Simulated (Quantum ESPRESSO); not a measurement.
## Magnetic state of FeO (Wuestite) from several starts

A self-consistent run ends on one state, which hangs on the start. Several orders of FeO (Wuestite) are started in Quantum ESPRESSO and their energies compared.

Calculated with Quantum ESPRESSO 7.5; PBE with U = 4.5 eV on Fe d (ortho-atomic projectors); plane waves with GBRV 1.5 PBE potentials, no spin-orbit coupling.

The database entry behind the starting cell differs from later determinations by our own check (inexact against later determinations), so it need not match the best structure at ambient conditions.

## Step 1: The structure

The structure is cubic, space group Fm-3m (No. 225). Conventional cell: a = 4.311 Å, b = 4.311 Å, c = 4.311 Å, α = 90.00°, β = 90.00°, γ = 90.00°. Nearest to Fe lie 6 O at 2.16 Å. O has 6 Fe at 2.16 Å nearest. Farther neighbours and most contacts between anions are not listed.

The cell comes from the Crystallography Open Database.

## Step 2: Run 1, typed as ferro +

The signs are those of the starting moments on the seeded atoms, the atoms that are given a moment.

pw.in reads:

```
&CONTROL
  calculation = 'scf'
  prefix = 'pwscf'
  outdir = './tmp'
  pseudo_dir = './pseudo'
  disk_io = 'nowf'
/
&SYSTEM
  ibrav = 0
  celldm(1) = 8
  nat = 2
  ntyp = 2
  ecutwfc = 40
  ecutrho = 280
  nbnd = 20
  occupations = 'smearing'
  smearing = 'fd'
  degauss = 0.00367493
  nspin = 2
  starting_magnetization(1) = 0.25
  starting_magnetization(2) = 0
/
&ELECTRONS
  conv_thr = 4d-09
  electron_maxstep = 150
  mixing_beta = 0.3
/
ATOMIC_SPECIES
Fe     55.8450 fe_pbe_v1.5.uspp.F.UPF
O      15.9990 o_pbe_v1.2.uspp.F.UPF
CELL_PARAMETERS alat
   0.0000000000000    0.5091394611273    0.5091394611273
   0.5091394611273    0.0000000000000    0.5091394611273
   0.5091394611273    0.5091394611273    0.0000000000000
ATOMIC_POSITIONS crystal
Fe      0.0000000000    0.0000000000    0.0000000000
O       0.5000000000    0.5000000000    0.5000000000
K_POINTS automatic
10 10 10 0 0 0
HUBBARD {ortho-atomic}
U Fe-3d 4.5000
```

Started as:

```sh
> OMP_NUM_THREADS=1 mpirun -n 4 pw.x -nk 4 -in pw.in > pw.out
```

The program printed:

```text
Program PWSCF v.7.5 starts

     Message from routine setup:
     using ibrav=0 with symmetry is DISCOURAGED, use correct ibrav instead

     K-points division:     npool     =       4
     Subspace diagonalization in iterative solution of the eigenvalue problem:

     G-vector sticks info
     --------------------
     sticks:   dense  smooth     PW     G-vecs:    dense   smooth      PW
     Sum         649     367    121                10777     4645     893

     Using Slab Decomposition

     bravais-lattice index     =            0
     lattice parameter (alat)  =       8.0000  a.u.
     unit-cell volume          =     135.1482 (a.u.)^3
     number of atoms/cell      =            2
     number of atomic types    =            2
     number of electrons       =        22.00
     number of Kohn-Sham states=           20
     kinetic-energy cutoff     =      40.0000  Ry
     charge density cutoff     =     280.0000  Ry
     scf convergence threshold =      4.0E-09
     mixing beta               =       0.3000
     number of iterations used =            8  plain     mixing
     Exchange-correlation= SLA  PW   PBE  PBE
                           (   1   4   3   4   0   0   0)
     Hubbard projectors: ortho-atomic
     Hubbard parameters of DFT+U (Dudarev formulation) in eV:
     U(Fe-3d) =  4.5000

     Internal variables: lda_plus_u =T, lda_plus_u_kind = 0

     Internal variables: orbital_resolved =F, hub_pot_fix =F, apply_U = F

     celldm(1)=   8.000000  celldm(2)=   0.000000  celldm(3)=   0.000000
     celldm(4)=   0.000000  celldm(5)=   0.000000  celldm(6)=   0.000000

     crystal axes: (cart. coord. in units of alat)
               a(1) = (   0.000000   0.509139   0.509139 )
               a(2) = (   0.509139   0.000000   0.509139 )
               a(3) = (   0.509139   0.509139   0.000000 )

     reciprocal axes: (cart. coord. in units 2 pi/alat)
               b(1) = ( -0.982049  0.982049  0.982049 )
               b(2) = (  0.982049 -0.982049  0.982049 )
               b(3) = (  0.982049  0.982049 -0.982049 )

     PseudoPot. # 1 for Fe read from file:
     fe_pbe_v1.5.uspp.F.UPF
     Pseudo is Ultrasoft + core correction, Zval = 16.0
     Generated by new atomic code, or converted to UPF format
     Using radial grid of  861 points,  6 beta functions with:
                l(1) =   0
                l(2) =   0
                l(3) =   1
                l(4) =   1
                l(5) =   2
                l(6) =   2
     Q(r) pseudized with  8 coefficients,  rinner =    1.000   1.000   1.000
                                                       1.000   1.000

     PseudoPot. # 2 for O  read from file:
     o_pbe_v1.2.uspp.F.UPF
     Pseudo is Ultrasoft + core correction, Zval =  6.0
     Generated by new atomic code, or converted to UPF format
     Using radial grid of  737 points,  5 beta functions with:
                l(1) =   0
                l(2) =   0
                l(3) =   1
                l(4) =   1
                l(5) =   2
     Q(r) pseudized with  8 coefficients,  rinner =    0.900   0.900   0.900
                                                       0.900   0.900

     atomic species   valence    mass     pseudopotential
     Fe               16.00    55.84500     Fe( 1.00)
     O                 6.00    15.99900     O ( 1.00)

     Starting magnetic structure
     atomic species   magnetization
     Fe              0.250
     O               0.000

     48 Sym. Ops., with inversion, found

   Cartesian axes

     site n.     atom                  positions (alat units)
         1        Fe     tau(   1) = (   0.0000000   0.0000000   0.0000000  )
         2        O      tau(   2) = (   0.5091395   0.5091395   0.5091395  )

     number of k points=    47  Fermi-Dirac smearing, width (Ry)=  0.0037
                       cart. coord. in units 2pi/alat
        k(    1) = (   0.0000000   0.0000000   0.0000000), wk =   0.0010000
        k(    2) = (   0.0982049   0.0982049  -0.0982049), wk =   0.0080000
        k(    3) = (   0.1964098   0.1964098  -0.1964098), wk =   0.0080000
        k(    4) = (   0.2946148   0.2946148  -0.2946148), wk =   0.0080000
        k(    5) = (   0.3928197   0.3928197  -0.3928197), wk =   0.0080000
        [... 42 further k-points ...]

     Dense  grid:    10777 G-vectors     FFT dimensions: (  32,  32,  32)

     Smooth grid:     4645 G-vectors     FFT dimensions: (  24,  24,  24)

     Check: negative core charge=   -0.000047
     Generating pointlists ...
     new r_m :   0.2100 (alat units)  1.6802 (a.u.) for type    1
     new r_m :   0.2100 (alat units)  1.6802 (a.u.) for type    2

     Initial potential from superposition of free atoms

     starting charge      21.0000, renormalised to      22.0000

     STARTING HUBBARD OCCUPATIONS:

     =================== HUBBARD OCCUPATIONS ===================
     ------------------------ ATOM    1 ------------------------
     Tr[ns(  1)] (up, down, total) =   5.00000  0.00000  5.00000
     Atomic magnetic moment for atom   1 =   5.00000
     [... lines left out ...]
     Number of occupied Hubbard levels =    5.0000

     Atomic wfc used for Hubbard projectors are orthogonalized

     Starting wfcs are   17 randomized atomic wfcs +    3 random wfcs

     Self-consistent Calculation

     iteration #  1     ecut=    40.00 Ry     beta= 0.30
     Davidson diagonalization with overlap
     ethr =  1.00E-02,  avg # of iterations =  5.2

     =================== HUBBARD OCCUPATIONS ===================
     ------------------------ ATOM    1 ------------------------
     Tr[ns(  1)] (up, down, total) =   4.86690  0.65269  5.51959
     Atomic magnetic moment for atom   1 =   4.21421
     [... lines left out ...]
     Number of occupied Hubbard levels =    5.5196

     total energy              =    -282.24245145 Ry
     estimated scf accuracy    <       0.81506805 Ry

     total magnetization       =     4.33 Bohr mag/cell
     absolute magnetization    =     4.34 Bohr mag/cell

     iteration #  2     ecut=    40.00 Ry     beta= 0.30
     Davidson diagonalization with overlap
     ethr =  3.70E-03,  avg # of iterations =  1.8

     total energy              =    -282.45244491 Ry
     estimated scf accuracy    <       0.10471712 Ry

     total magnetization       =     4.00 Bohr mag/cell
     absolute magnetization    =     4.01 Bohr mag/cell

     iteration #  3     ecut=    40.00 Ry     beta= 0.30
     Davidson diagonalization with overlap
     ethr =  4.76E-04,  avg # of iterations =  1.4

     total energy              =    -282.47140611 Ry
     estimated scf accuracy    <       0.01508324 Ry

     total magnetization       =     4.03 Bohr mag/cell
     absolute magnetization    =     4.04 Bohr mag/cell

     [... further iterations left out ...]

     iteration #  8     ecut=    40.00 Ry     beta= 0.30
     Davidson diagonalization with overlap
     ethr =  1.94E-08,  avg # of iterations =  1.5

     total energy              =    -282.47683593 Ry
     estimated scf accuracy    <       0.00000058 Ry

     total magnetization       =     4.00 Bohr mag/cell
     absolute magnetization    =     4.05 Bohr mag/cell

     iteration #  9     ecut=    40.00 Ry     beta= 0.30
     Davidson diagonalization with overlap
     ethr =  2.64E-09,  avg # of iterations =  1.8

     total energy              =    -282.47683631 Ry
     estimated scf accuracy    <       0.00000005 Ry

     total magnetization       =     4.00 Bohr mag/cell
     absolute magnetization    =     4.05 Bohr mag/cell

     iteration # 10     ecut=    40.00 Ry     beta= 0.30
     Davidson diagonalization with overlap
     ethr =  2.14E-10,  avg # of iterations =  2.0

     total energy              =    -282.47683644 Ry
     estimated scf accuracy    <       0.00000003 Ry

     total magnetization       =     4.00 Bohr mag/cell
     absolute magnetization    =     4.05 Bohr mag/cell

     iteration # 11     ecut=    40.00 Ry     beta= 0.30
     Davidson diagonalization with overlap
     ethr =  1.40E-10,  avg # of iterations =  1.5

     Magnetic moment per site  (integrated on atomic sphere of radius R)
     atom   1 (R=0.210)  charge= 13.5100  magn=  3.5878
     atom   2 (R=0.210)  charge=  5.8657  magn=  0.2279

     End of self-consistent calculation

     =================== HUBBARD OCCUPATIONS ===================
     ------------------------ ATOM    1 ------------------------
     Tr[ns(  1)] (up, down, total) =   4.95516  1.17375  6.12891
     Atomic magnetic moment for atom   1 =   3.78140
     [... lines left out ...]
     Number of occupied Hubbard levels =    6.1289

     [... lines left out ...]
     the Fermi energy is    15.1245 ev

!    total energy              =    -282.47683656 Ry
     estimated scf accuracy    <          1.4E-10 Ry
     smearing contrib. (-TS)   =      -0.00070246 Ry
     internal energy E=F+TS    =    -282.47613409 Ry

     The total energy is F=E-TS. E is the sum of the following terms:
     one-electron contribution =    -136.39593608 Ry
     hartree contribution      =      80.47346789 Ry
     xc contribution           =     -36.67076714 Ry
     ewald contribution        =    -190.02755602 Ry
     Hubbard energy            =       0.14465726 Ry

     total magnetization       =     4.00 Bohr mag/cell
     absolute magnetization    =     4.05 Bohr mag/cell

     convergence has been achieved in  11 iterations

=------------------------------------------------------------------------------=
   JOB DONE.
=------------------------------------------------------------------------------=
```

Wall time 5 s (4 MPI ranks of Arm Neoverse V2, shared host); peak memory 0.26 GiB.

Spin moment in the atom's sphere by atom:

```csv
atom,spin moment in the atom's sphere (μB)
Fe1,3.59
O2,0.23
```

This step gave:

| Item | Value |
| --- | --- |
| smearing term TS | 0.009558 eV |
| magnetization | 4.003 μB |
| absolute magnetization | 4.047 μB |
| final state | ferromagnetic |

Spin density in the ac plane of the conventional cell at fractional y = 0.000, with atoms of Fe and O within 0.2 Å of it.

Values in e/Å³, 14 rows by 14 columns, each cell a mean:
```
6.2 2.7 0.6 0.1 0.0 0.1 0.3 0.4 0.2 0.0 0.0 0.2 1.3 4.4
1.8 0.8 0.2 0.0 0.0 0.0 0.1 0.1 0.1 0.0 0.0 0.1 0.4 1.3
0.3 0.2 0.1 0.0 0.0 0.0 0.0 0.0 0.0 0.0 0.0 0.0 0.1 0.2
0.0 0.0 0.0 0.0 0.0 0.0 0.1 0.1 0.1 0.0 0.0 0.0 0.0 0.0
0.0 0.0 0.0 0.0 0.1 0.2 0.6 0.8 0.4 0.1 0.0 0.0 0.0 0.0
0.2 0.1 0.0 0.0 0.2 0.8 2.7 4.0 1.6 0.4 0.1 0.0 0.1 0.2
0.5 0.2 0.0 0.0 0.3 1.8 6.2 7.9 4.0 0.8 0.1 0.0 0.1 0.4
0.4 0.2 0.0 0.0 0.2 1.3 4.4 6.2 2.7 0.6 0.1 0.0 0.1 0.3
0.1 0.1 0.0 0.0 0.1 0.4 1.3 1.8 0.8 0.2 0.0 0.0 0.0 0.1
0.0 0.0 0.0 0.0 0.0 0.1 0.2 0.3 0.2 0.1 0.0 0.0 0.0 0.0
0.1 0.1 0.0 0.0 0.0 0.0 0.0 0.0 0.0 0.0 0.0 0.0 0.0 0.1
0.8 0.4 0.1 0.0 0.0 0.0 0.0 0.0 0.0 0.0 0.0 0.1 0.2 0.6
4.0 1.6 0.4 0.1 0.0 0.1 0.2 0.2 0.1 0.0 0.0 0.2 0.8 2.7
7.9 4.0 0.8 0.1 0.0 0.1 0.4 0.5 0.2 0.0 0.0 0.3 1.8 6.2
```
Columns run along a (4.3 Å), rows up along c (4.3 Å), edges of the conventional cell, whose origin can differ from the input's. Atoms in or near the plane, at fractional coordinates: Fe at (0.00, 0.00), Fe at (0.50, 0.50), O at (0.50, 0.00), O at (0.00, 0.50).

Valence density in the ac plane of the conventional cell at fractional y = 0.000, with atoms of Fe and O within 0.2 Å of it. It is the smooth field of the valence electrons, not physical close to the nuclei.

Ten even steps from '0' (0 e/Å³) to '9' (22 e/Å³), each cell a mean:
```
94000022100017
21000001000001
00000000000000
00000000000000
00000001000000
11000146200001
31000299610012
21000179400002
10000012100000
00000000000000
00000000000000
10000000000000
62000011100014
96100123100029
```
Columns run along a (4.3 Å), rows up along c (4.3 Å), edges of the conventional cell, whose origin can differ from the input's. Atoms in or near the plane, at fractional coordinates: Fe at (0.00, 0.00), Fe at (0.50, 0.50), O at (0.50, 0.00), O at (0.00, 0.50).

[end of part 1 of 2]

[Logs and program files are shortened in this print: banners, set-up blocks, solver, clock and traceback lines can be left out without a mark of their own.]

[Logs are printed without paths, hosts, clocks, repeated set-up lines and the standing remarks that a program may print on its own settings, such as how far it seeks lower states.]

[Hosts, paths, dates, database ids (printed as entryN), source tags and the programs' standing remarks are cut or masked in the printed files.]

[Where a cell is said to come from a database of computed structures, the database is the Materials Project.]
